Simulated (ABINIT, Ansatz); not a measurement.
Planning a run of ABINIT 10.8.3 on K2LiScF6 (Fm-3m). The input:

```
acell 3*1.0 Angstrom
rprim 
  -0.000000000000 4.144804000000 4.144804000000
  4.144804000000 -0.000000000000 4.144804000000
  4.144804000000 4.144804000000 -0.000000000000
ntypat 4
znucl 19 3 21 9
natom 10
typat 1 1 2 3 4 4 4 4 4 4
xred 
  0.250000000000 0.250000000000 0.250000000000
  0.750000000000 0.750000000000 0.750000000000
  0.500000000000 0.500000000000 0.500000000000
  -0.000000000000 -0.000000000000 -0.000000000000
  0.245587000000 0.245587000000 0.754413000000
  0.245587000000 0.754413000000 0.754413000000
  0.754413000000 0.754413000000 0.245587000000
  0.245587000000 0.754413000000 0.245587000000
  0.754413000000 0.245587000000 0.754413000000
  0.754413000000 0.245587000000 0.245587000000
pp_dirpath "pseudos"
pseudos "K.upf, Li.upf, Sc.upf, F.upf"
ecut 36
ngkpt 2 2 2
nshiftk 1
shiftk 0 0 0
kptopt 1
chksymbreak 0
istwfk *1
occopt 1
irdwfk 1
optdriver 3
nband 131
ecuteps 4.2
inclvkb 2
awtr 1
symchi 1
gwcalctyp 2
nfreqre 16
freqremax 40 eV
nfreqim 8
spmeth 1
nomegasf 120
indata_prefix "in"
outdata_prefix "out"
tmpdata_prefix "tmp"
```

```sh
OMP_NUM_THREADS=1 mpirun -n 4 abinit run.abi > log
```

Estimate wall time and host memory on 4 MPI ranks of Arm Neoverse N1, shared host.

It took 99 s; on shared hardware allow 49 s to 3.3 min. Peak host memory was 2.7 GiB.

[Paths, hosts, dates, memory and timing lines, banners, echoed tables and standing remarks are left out of the program output.]

[Logs are printed without paths, hosts, clocks, repeated set-up lines and the standing remarks that a program may print on its own settings, such as how far it seeks lower states.]

[Runs of the session that timed out or met a known fault of the program may be left out.]

[Hosts, paths, dates, database ids (printed as entryN), source tags and the programs' standing remarks are cut or masked in the printed files.]

[G0W0 gaps are taken among the corrected bands and points alone; a level outside them can change the order at an edge.]

[Where Ansatz stands beside ABINIT at settings called matched, ABINIT's density can come from a denser mesh and the files from another edition; pairs whose starting gaps differed by over 0.03 eV were left out, so agreement reads better than it is.]
